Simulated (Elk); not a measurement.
**TaRu: parallel, opposed and spinless runs**

Does TaRu prefer parallel or opposed moments, or none?

Method: PBEsol; all-electron APW+lo, Dirac cores, scalar-relativistic bands, in Elk 11.2.3 (patched build).

## Step 1: Starting point

Symmetry: Pm-3m, No. 221, cubic system. The conventional cell has a = 3.187 Å, b = 3.187 Å, c = 3.187 Å, α = 90.00°, β = 90.00°, γ = 90.00°. Ta has 8 Ru at 2.76 Å nearest. Nearest to Ru lie 8 Ta at 2.76 Å. Farther neighbours are not listed.

## Step 2: Run 1 (ferro +)

Parallel moments need no larger cell; this start tests for a ferromagnetic state only.

Moments are seeded by fields in the spheres (the last three columns under atoms), set against the wanted direction and reduced each loop.

The input, elk.in:

```
tasks
  0
  33
  73

xctype
  22

rgkmax
  8.0

nempty
  12

swidth
  0.0005

reducebf
  0.5

epsengy
  1e-05

maxscl
  100

lmaxi
  2

spinpol
  .true.

sppath
  './'

avec
  6.02255715918 0.00000000000 0.00000000000
  0.00000000000 6.02255715918 0.00000000000
  0.00000000000 0.00000000000 6.02255715918

atoms
  2
  'Ta.in'
  1
  0.5000000000 0.5000000000 0.5000000000   0.000000 0.000000 0.000000
  'Ru.in'
  1
  0.0000000000 0.0000000000 0.0000000000   0.000000 0.000000 -0.112500

ngridk
  8 8 8

plot3d
  0 0 0
  1 0 0
  0 1 0
  0 0 1
  16 16 16
```

Command:

```sh
$ OMP_NUM_THREADS=4 elk
```

Then come: run 2 (antiferro q=(0,0,1/2) +-); order 3, typed as antiferro q=(0,1/2,1/2) +-; run 4 (antiferro q=(1/2,1/2,1/2) +-); run 5 (no spin polarisation); energies of the orders; spin–orbit coupling. Settings of the main run: 8×8×8 k-mesh, tasks 0, 33, 73, collinear spin, RK_max 8, nempty 12, swidth 0.0005 Ha, reducebf 0.5, epsengy 1.00e-5 Ha, maxscl 100, lmaxi 2, spinpol on, seed field ([0.0, 0.0, 0.0], [0.0, 0.0, -0.1125]), smearing width 0.0136057 eV, mesh matched on, starting moments 0 1.5 μB.

Before running: what should come out for the largest site moment?

The lowest state found is ferromagnetic, reached from the start ferro +, with moments up to 0.206 μB. The two lowest states lie so close that the mesh, the functional or spin–orbit coupling could swap them. Spin polarisation gains little.

```
lowest state found                                                   : ferromagnetic (started as ferro +)
largest site moment                                                  : 0.206 μB
next state                                                           : non-magnetic, 1.53 meV a seeded atom higher
energy gained by spin polarisation                                   : 1.56 meV a seeded atom
with spin–orbit coupling: largest spin moment and its orbital moment : 0.218 and 0.00472 μB
```

3 starts left the typed pattern (a sign turned or a seeded moment died), so such an energy belongs to the state reached, not the one typed. The orbital moment is almost quenched. Only 5 starts are shown; other collinear patterns, canted and longer-period orders are not.

[Logs and program files are shortened in this print: banners, set-up blocks, solver, clock and traceback lines can be left out without a mark of their own.]

[Logs are printed without paths, hosts, clocks, repeated set-up lines and the standing remarks that a program may print on its own settings, such as how far it seeks lower states.]

[Hosts, paths, dates, database ids (printed as entryN), source tags and the programs' standing remarks are cut or masked in the printed files.]

[Where a cell is said to come from a database of computed structures, the database is the Materials Project.]
